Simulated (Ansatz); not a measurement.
# Lattice dynamics of LiZrAgN2 (built on the sites of a database entry of Li2ZrN2), part 2 of 2

Wanted: vibrations and spectra of LiZrAgN2 (built on the sites of a database entry of Li2ZrN2); the cell is already relaxed. After the zone centre comes a 3×3×1 q mesh on a 9×9×4 k mesh.

Ansatz 0.2.0; DFT PBE+D3(BJ), scalar-relativistic, plane waves, PAW.

So far. Step 2 (Linear response at the zone centre): Before it was imposed, the acoustic sum rule was missed by 8.4e-5 eV/Å² and the charge sum rule by 0.0038 e. Small misses are needed for a sound result but don't prove that mesh and cutoff are converged. The lowest optical mode is real, 68.5 cm⁻¹.

The structure was built from a prototype and need not be the compound's stable phase.

## (3) Phonons on a q mesh

The mesh has a single point along some directions, so zone-edge points there are not solved. Linear response on a 3×3×1 q mesh gives force constants as far as a supercell of that size would, and the tensors from the zone-centre run are typed in so that the long-range dipole term is interpolated apart.

File input.yaml:

```yaml
crystal:
  lattice:
    - [3.3031918924, -2.8408e-06, 0.0]
    - [-1.651593486, 2.8606495128, 0.0]
    - [0.0, 0.0, 6.2177585417]
  atoms:
    - { symbol: Li, position: [0.6666666667, 0.3333333333, 0.3311950047] }
    - { symbol: Ag, position: [0.3333333333, 0.6666666667, 0.5966040387] }
    - { symbol: Zr, position: [0.0, 0.0, 0.007696992] }
    - { symbol: "N", position: [0.6666666667, 0.3333333333, 0.846127427] }
    - { symbol: "N", position: [0.3333333333, 0.6666666667, 0.2183765376] }
kpoints:
  mp_grid: { grid: [9, 9, 4] }
hamiltonian:
  xc: pbe
  dispersion: d3bj
scf:
  occupations: { method: fixed }
output:
  eigenvalues: true
phonons:
  method: dfpt
  qmesh: [3, 3, 1]
  temperatures: { t_max: 1000, t_step: 50 }
  qpath:
    path:
      - [[0.0, 0.0, 0.0], [0.5, 0.0, 0.0], [0.33333333, 0.33333333, 0.0], [0.0, 0.0, 0.0], [0.0, 0.0, 0.5], [0.5, 0.0, 0.5], [0.33333333, 0.33333333, 0.5], [0.0, 0.0, 0.5]]
      - [[0.5, 0.0, 0.5], [0.5, 0.0, 0.0]]
      - [[0.33333333, 0.33333333, 0.5], [0.33333333, 0.33333333, 0.0]]
    npoints: 10
  non_analytic_term:
    high_frequency_dielectric_tensor: [[9.8295, 0.0, 0.0], [0.0, 9.8295, 0.0], [0.0, 0.0, 11.3861]]
    born_effective_charges:
      - { species: Li, tensor: [[0.7808, 0.0, 0.0], [0.0, 0.7808, 0.0], [0.0, 0.0, 1.1809]] }
      - { species: Ag, tensor: [[0.6914, 0.0, 0.0], [0.0, 0.6914, 0.0], [0.0, 0.0, 1.4449]] }
      - { species: Zr, tensor: [[5.9985, 0.0, 0.0], [0.0, 5.9985, 0.0], [0.0, 0.0, 3.6906]] }
      - { species: "N", tensor: [[-4.1921, 0.0, 0.0], [0.0, -4.1921, 0.0], [0.0, 0.0, -3.0606]] }
      - { species: "N", tensor: [[-3.2786, 0.0, 0.0], [0.0, -3.2786, 0.0], [0.0, 0.0, -3.2558]] }
    source: "zone-centre run at this cell"
```

Run with:

```
$ ansatz run input.yaml --threads 8 --pin off --max-ram 14336MiB --backend cpu --events-out ev --progress --plain --runs-dir out
```

Numbers of over 12 decimals in the logs are rounded to 6 here.

The program printed:

```text
Warning: phonons: the dynamical matrix that this run interpolates holds no multipole term above the dipole-dipole one, and a site of this crystal is no centre of inversion, so its interpolated transverse optical and acoustic branches and sound speeds can stay off near Gamma, and the density of states and the thermodynamics with them. What a run solves at a wave vector of phonons.qpoints, Gamma apart, where the deck admits one, is free of this, and under fd what a larger phonons.supercell samples
[...]
Crystal: 5 atoms, lattice volume = 58.753 Å³
Basis set: ecut = 420 eV, 1161 PW (Γ), exchange–correlation on 48×48×90 points (8 copies of the dense FFT grid, shifted against one another)
Bands: 27, of which v1, the nominal top of the filled ones, is band 22 counted from 1 (21 counted from 0)
Symmetry: 6 space group operations
k-points: 43 of 324 (time reversal used)
[...]
SCF iter   1: F=—  HF=-12752.168132 eV  |F-HF|=—  |Δ(HF+E_count)|=         —  Δρ=4.09e-3  dr2=2.07e-2  ethr=1.77e-3  ⟨swp⟩=4.0  Hψ=3659  notcnv=0  defer=78
[...]
SCF iter  12: F=-12752.164695 eV  HF=-12752.164695 eV  |F-HF|=3.64e-12  |Δ(HF+E_count)|=  1.82e-12  Δρ=6.36e-8  dr2=2.67e-12  ethr=1.00e-12  ⟨swp⟩=10.0  Hψ=5587  notcnv=0
SCF 1 converged in 12 iterations: F = -12752.164695 eV  dr2 = 2.67e-12
[...]
NSCF: frozen V_eff on 43 k-points
[...]
DFPT response loops at q = (0, 0, 0) (fractional): preconditioner auto → Resta (q_TF=auto, 2.600 Å⁻¹)  ε∞=9.0 (no band partly filled); β = 1.00, the filter's whole step (`scf.mixing.beta` (0.50) is not read by the response loops at its default; to damp them type it under 1.00, their step now; it binds the ground state too); Broyden in place of MSR1
[...]
SCF converged after 12 iterations
Free energy (F): -12752.164695 eV
[...]
Internal energy: -12752.164695 eV  (E = F + TS)
E sigma→0 (E₀):  -12752.164695 eV
Fermi energy:    12.800593 eV
[...]
--- Band table (eV; the first three rows and the last of 43) ---
  k-point 0: bands = [... 18 lower, 9.8857, 11.6538, 12.8006, 12.8006, 13.5469, 15.5885, 15.5885, 16.6403, ... 1 higher]
  k-point 1: bands = [... 18 lower, 10.0920, 10.6842, 12.6463, 12.6463, 14.5843, 15.5933, 15.5933, 16.7354, ... 1 higher]
  k-point 2: bands = [... 18 lower, 10.2908, 10.2908, 12.4758, 12.4758, 15.4646, 15.6009, 15.6009, 16.9242, ... 1 higher]
  k-point 42: bands = [... 18 lower, 10.6342, 11.3424, 11.3572, 11.9746, 15.7866, 16.3776, 16.9432, 17.9791, ... 1 higher]
--- Phonons (Γ-DFPT): 10 representative perturbations + reference (Σ response iterations 36) ---
  ASR residual: 8.968e-5 → 0.000e0 eV/Å²; symmetrization residual: 1.793e-6 eV/Å²
[...]
ASR residual per site (eV/Å²): 2.29e-6 1.27e-5 6.92e-6 3.73e-5 8.97e-5
[...]
--- Phonons (arbitrary-q DFPT): 3 irreducible q on the 3×3×1 mesh ---
  q = [0.0000, 0.0000, 0.0000] (star 1, of the zone-centre solve; hermiticity 1.74e-7, symmetrization 2.55e-8): -0.00 0.00 0.00 68.48 68.48 177.26 250.59 250.59 416.40 439.33 439.33 492.88 518.42 518.42 594.54
  q = [0.0000, 0.3333, 0.0000] (star 6, 15 solved perturbations in 4140 linear systems a pass and spin channel, the states on 324 of 324 k-point pairs; hermiticity 2.17e-7, symmetrization 4.89e-8): 49.55 55.08 105.14 127.87 149.32 248.08 330.07 365.51 447.75 451.27 463.31 500.41 516.32 522.54 623.26
[...]
sum rule: each row above includes the acoustic sum rule's correction from the zone centre's row sums; it moved no ω² by more than (1.32 cm⁻¹)²
  mesh force constants: q→R imaginary residual 0.00e0; ASR residual 8.968e-5 → 0.000e0 eV/Å²; symmetrization residual 1.776e-14 eV/Å²
  interpolated dispersion: 94 rows × 15 modes
  density of states and harmonic sums: on the 21×21×10 q-mesh, interpolated from the force constants of a 3×3×1 supercell (with the dipole–dipole term of supplied tensors)
  largest difference from the sums on the solved wave vectors: F 8.35e-2 eV, S 1.12e-4 and C_V 2.85e-5 eV/K
  zero-point energy: 0.306353 eV/cell   skipped modes (ω ≤ 0): 3   left out of the sums: 4.54e-5 of the cell's modes: C_V's classical limit lies that fraction below 3 k_B per atom; for a crystal, a wire or a layer, F and S can be off by more, and a phonons.interpolated_qmesh denser along its periods is the remedy for the sampling
```

Run time: 2.3 min. Hardware: 8 threads of Arm Neoverse V2, shared host; peak memory 1.6 GiB; 18 min of CPU time.

Numbers from this step:

```yaml
sum_rule_residual_before_enforcement: 8.97e-5 eV/Å²
lowest_mode_on_the_q_mesh_acoustic_modes_at_gamma_apart: 43.94 cm⁻¹
highest_frequency_at_a_solved_wavevector_no_lo_to_term_at_gamma: 623.3 cm⁻¹
```

Frequencies (cm⁻¹) solved at each irreducible wavevector; negative means imaginary. Frequencies by wavevector, by row:

| q in reciprocal lattice units | star | mode 1 | mode 2 | mode 3 | mode 4 | mode 13 | mode 14 | mode 15 |
| --- | --- | --- | --- | --- | --- | --- | --- | --- |
| 0 0 0 | 1 | 0 | 0 | 0 | 68.5 | 518.4 | 518.4 | 594.5 |
| 0 0.3333 0 | 6 | 49.5 | 55.1 | 105.1 | 127.9 | 516.3 | 522.5 | 623.3 |
| 0.3333 0.3333 0 | 2 | 43.9 | 54.8 | 108.4 | 129.5 | 505.2 | 508.1 | 597.5 |

Symmetry leaves 3 wavevectors to solve. The lowest mode among them, the acoustic zeros apart, lies at q = (0.333, 0.333, 0) and is real, 43.9 cm⁻¹.

## (4) Another isotope, element Ag, natural mass 107.868 amu

An isotope changes the mass and not the force constants, so no new electronic calculation is needed; the shifts show which modes move this element.

The same force constants with the mass of Ag changed from 107.868 to 108.905 u (phonopy, no LO-TO term). Both lists are sorted by frequency; levels can cross, so a row need not hold one and the same mode. Modes under 3 cm⁻¹ are left out. Isotope shifts, by row, the first 40 of 42 rows:

| q | rank | natural mass (cm⁻¹) | changed mass (cm⁻¹) |
| --- | --- | --- | --- |
| 0 0 0 | 4 | 68.48 | 68.31 |
| 0 0 0 | 5 | 68.48 | 68.31 |
| 0 0 0 | 6 | 177.3 | 176.8 |
| 0 0 0 | 7 | 250.6 | 250.6 |
| 0 0 0 | 8 | 250.6 | 250.6 |
| 0 0 0 | 9 | 416.4 | 416.4 |
| 0 0 0 | 10 | 439.3 | 439.3 |
| 0 0 0 | 11 | 439.3 | 439.3 |
| 0 0 0 | 12 | 492.9 | 492.9 |
| 0 0 0 | 13 | 518.4 | 518.4 |
| 0 0 0 | 14 | 518.4 | 518.4 |
| 0 0 0 | 15 | 594.5 | 594.5 |
| 0 0.3333 0 | 1 | 49.55 | 49.31 |
| 0 0.3333 0 | 2 | 55.08 | 54.82 |
| 0 0.3333 0 | 3 | 105.1 | 104.7 |
| 0 0.3333 0 | 4 | 127.9 | 127.9 |
| 0 0.3333 0 | 5 | 149.3 | 149.2 |
| 0 0.3333 0 | 6 | 248.1 | 248.1 |
| 0 0.3333 0 | 7 | 330.1 | 330.1 |
| 0 0.3333 0 | 8 | 365.5 | 365.5 |
| 0 0.3333 0 | 9 | 447.8 | 447.7 |
| 0 0.3333 0 | 10 | 451.3 | 451.3 |
| 0 0.3333 0 | 11 | 463.3 | 463.3 |
| 0 0.3333 0 | 12 | 500.4 | 500.4 |
| 0 0.3333 0 | 13 | 516.3 | 516.3 |
| 0 0.3333 0 | 14 | 522.5 | 522.5 |
| 0 0.3333 0 | 15 | 623.3 | 623.2 |
| 0.3333 0.3333 0 | 1 | 43.94 | 43.75 |
| 0.3333 0.3333 0 | 2 | 54.79 | 54.54 |
| 0.3333 0.3333 0 | 3 | 108.4 | 107.9 |
| 0.3333 0.3333 0 | 4 | 129.5 | 129.4 |
| 0.3333 0.3333 0 | 5 | 234.9 | 234.9 |
| 0.3333 0.3333 0 | 6 | 237.4 | 237.4 |
| 0.3333 0.3333 0 | 7 | 411.4 | 411.4 |
| 0.3333 0.3333 0 | 8 | 418.9 | 418.9 |
| 0.3333 0.3333 0 | 9 | 436.8 | 436.8 |
| 0.3333 0.3333 0 | 10 | 463.3 | 463.3 |
| 0.3333 0.3333 0 | 11 | 483.1 | 483.1 |
| 0.3333 0.3333 0 | 12 | 485 | 485 |
| 0.3333 0.3333 0 | 13 | 505.2 | 505.1 |

A mode of this element alone would shift by -0.48 %. The highest zone-centre frequency without the field goes from 594.5 to 594.5 cm⁻¹ (+0.0 %). The product of the frequency ratios over all optical modes at Γ is 0.992; the product rule, (m/m′)^(3k/2) (M′/M)^(3/2) with k = 1 such atoms and M the mass of the cell, gives 0.992.

## (5) Another isotope, element Li, natural mass 6.94 amu

The same for Li, from 6.94 to 6.02 u.

The same force constants with the mass of Li changed from 6.940 to 6.015 u (phonopy, no LO-TO term). Both lists are sorted by frequency; levels can cross, so a row need not hold one and the same mode. Modes under 3 cm⁻¹ are left out. Isotope shifts, by row, the first 40 of 42 rows:

| q | rank | natural mass (cm⁻¹) | changed mass (cm⁻¹) |
| --- | --- | --- | --- |
| 0 0 0 | 4 | 68.48 | 68.5 |
| 0 0 0 | 5 | 68.48 | 68.5 |
| 0 0 0 | 6 | 177.3 | 177.3 |
| 0 0 0 | 7 | 250.6 | 253.4 |
| 0 0 0 | 8 | 250.6 | 253.4 |
| 0 0 0 | 9 | 416.4 | 417.1 |
| 0 0 0 | 10 | 439.3 | 444.3 |
| 0 0 0 | 11 | 439.3 | 444.3 |
| 0 0 0 | 12 | 492.9 | 514.1 |
| 0 0 0 | 13 | 518.4 | 543.3 |
| 0 0 0 | 14 | 518.4 | 543.3 |
| 0 0 0 | 15 | 594.5 | 609.8 |
| 0 0.3333 0 | 1 | 49.55 | 49.57 |
| 0 0.3333 0 | 2 | 55.08 | 55.11 |
| 0 0.3333 0 | 3 | 105.1 | 105.2 |
| 0 0.3333 0 | 4 | 127.9 | 128 |
| 0 0.3333 0 | 5 | 149.3 | 149.6 |
| 0 0.3333 0 | 6 | 248.1 | 248.6 |
| 0 0.3333 0 | 7 | 330.1 | 334.3 |
| 0 0.3333 0 | 8 | 365.5 | 366.3 |
| 0 0.3333 0 | 9 | 447.8 | 454.3 |
| 0 0.3333 0 | 10 | 451.3 | 459.4 |
| 0 0.3333 0 | 11 | 463.3 | 468.8 |
| 0 0.3333 0 | 12 | 500.4 | 526.5 |
| 0 0.3333 0 | 13 | 516.3 | 532.7 |
| 0 0.3333 0 | 14 | 522.5 | 553.7 |
| 0 0.3333 0 | 15 | 623.3 | 629.1 |
| 0.3333 0.3333 0 | 1 | 43.94 | 43.98 |
| 0.3333 0.3333 0 | 2 | 54.79 | 54.83 |
| 0.3333 0.3333 0 | 3 | 108.4 | 108.5 |
| 0.3333 0.3333 0 | 4 | 129.5 | 129.6 |
| 0.3333 0.3333 0 | 5 | 234.9 | 235.4 |
| 0.3333 0.3333 0 | 6 | 237.4 | 237.6 |
| 0.3333 0.3333 0 | 7 | 411.4 | 411.4 |
| 0.3333 0.3333 0 | 8 | 418.9 | 422.8 |
| 0.3333 0.3333 0 | 9 | 436.8 | 440.3 |
| 0.3333 0.3333 0 | 10 | 463.3 | 463.5 |
| 0.3333 0.3333 0 | 11 | 483.1 | 490 |
| 0.3333 0.3333 0 | 12 | 485 | 514.7 |
| 0.3333 0.3333 0 | 13 | 505.2 | 532.2 |

A mode of this element alone would shift by +7.41 %. The highest zone-centre frequency without the field goes from 594.5 to 609.8 cm⁻¹ (+2.6 %). The product of the frequency ratios over all optical modes at Γ is 1.232; the product rule, (m/m′)^(3k/2) (M′/M)^(3/2) with k = 1 such atoms and M the mass of the cell, gives 1.232.

## (6) Another isotope, element N, natural mass 14.007 amu

The same for N, from 14.01 to 15.00 u.

A mode of this element alone would shift by -3.37 %. The highest zone-centre frequency without the field goes from 594.5 to 581.0 cm⁻¹ (-2.3 %). The product of the frequency ratios over all optical modes at Γ is 0.825; the product rule, (m/m′)^(3k/2) (M′/M)^(3/2) with k = 2 such atoms and M the mass of the cell, gives 0.825.

## (7) Another isotope, element Zr, natural mass 91.222 amu

The same for Zr, from 91.22 to 95.91 u.

A mode of this element alone would shift by -2.47 %. The highest zone-centre frequency without the field goes from 594.5 to 594.3 cm⁻¹ (-0.0 %). The product of the frequency ratios over all optical modes at Γ is 0.956; the product rule, (m/m′)^(3k/2) (M′/M)^(3/2) with k = 1 such atoms and M the mass of the cell, gives 0.956.

## (8) Outcome

| Item | Value |
| --- | --- |
| space group (within 0.01 Å) | P3m1 |
| volume per atom | 11.8 Å³ |
| gap on the k-mesh | 0.746 eV |
| highest optical mode at the zone centre (no LO-TO term) | 595 cm⁻¹ |
| top of the zone-centre spectrum with the field | 609 cm⁻¹ |
| lowest optical zone-centre mode | 68.5 cm⁻¹ |
| mean high-frequency dielectric constant | 10.3 |
| mean static dielectric constant | 28.3 |
| largest Born charge (third of the trace) | 5.23 e |
| lowest mode on the q mesh (acoustic modes at Γ apart) | 43.9 cm⁻¹ |
| imaginary modes on the 3×3×1 q mesh | none |

**Reading.** The structure is a minimum as far as tested: no mode is imaginary at the 3 irreducible wavevectors of the 3×3×1 mesh, and the softest away from the acoustic zeros lies at 44 cm⁻¹. Without the field, the optical modes at Γ span 68 to 595 cm⁻¹. The highest mode in this list at Γ, 594.5 cm⁻¹, is mostly motion of N (71 % of the kinetic energy). With the macroscopic field of the longitudinal modes the top of the zone-centre spectrum lies at 609 cm⁻¹, against 595 cm⁻¹ without it. Lattice motion raises the mean dielectric constant from 10.35 to 28.26. The strongest infrared line is at 251 cm⁻¹. Averaged over orientations, the strongest Raman line at 532 nm and 300 K is at 416 cm⁻¹, among the modes without the field; their longitudinal partners can be Raman active too. The tensors are the static, non-resonant ones, while 532 nm light (2.33 eV) lies above the computed gap. With the field response the log warns that the k mesh is coarse for the force constants too, so the frequencies may not be converged. The q mesh is too sparse to interpolate, so only the solved wavevectors are given. The program warns that the interpolation holds no quadrupole term, so branches close to Γ can be off in this crystal. In the phonons the program treats the change of the C6 weights of the dispersion term with coordination only in part. The starting cell was built on a prototype and not taken from a measurement, so the phase need not exist. These are harmonic frequencies at zero temperature: anharmonic shifts, linewidths and thermal expansion are left out.

[Logs are printed without paths, hosts, clocks, repeated set-up lines and the standing remarks that a program may print on its own settings, such as how far it seeks lower states.]

[Hosts, paths, dates, database ids (printed as entryN), source tags and the programs' standing remarks are cut or masked in the printed files.]
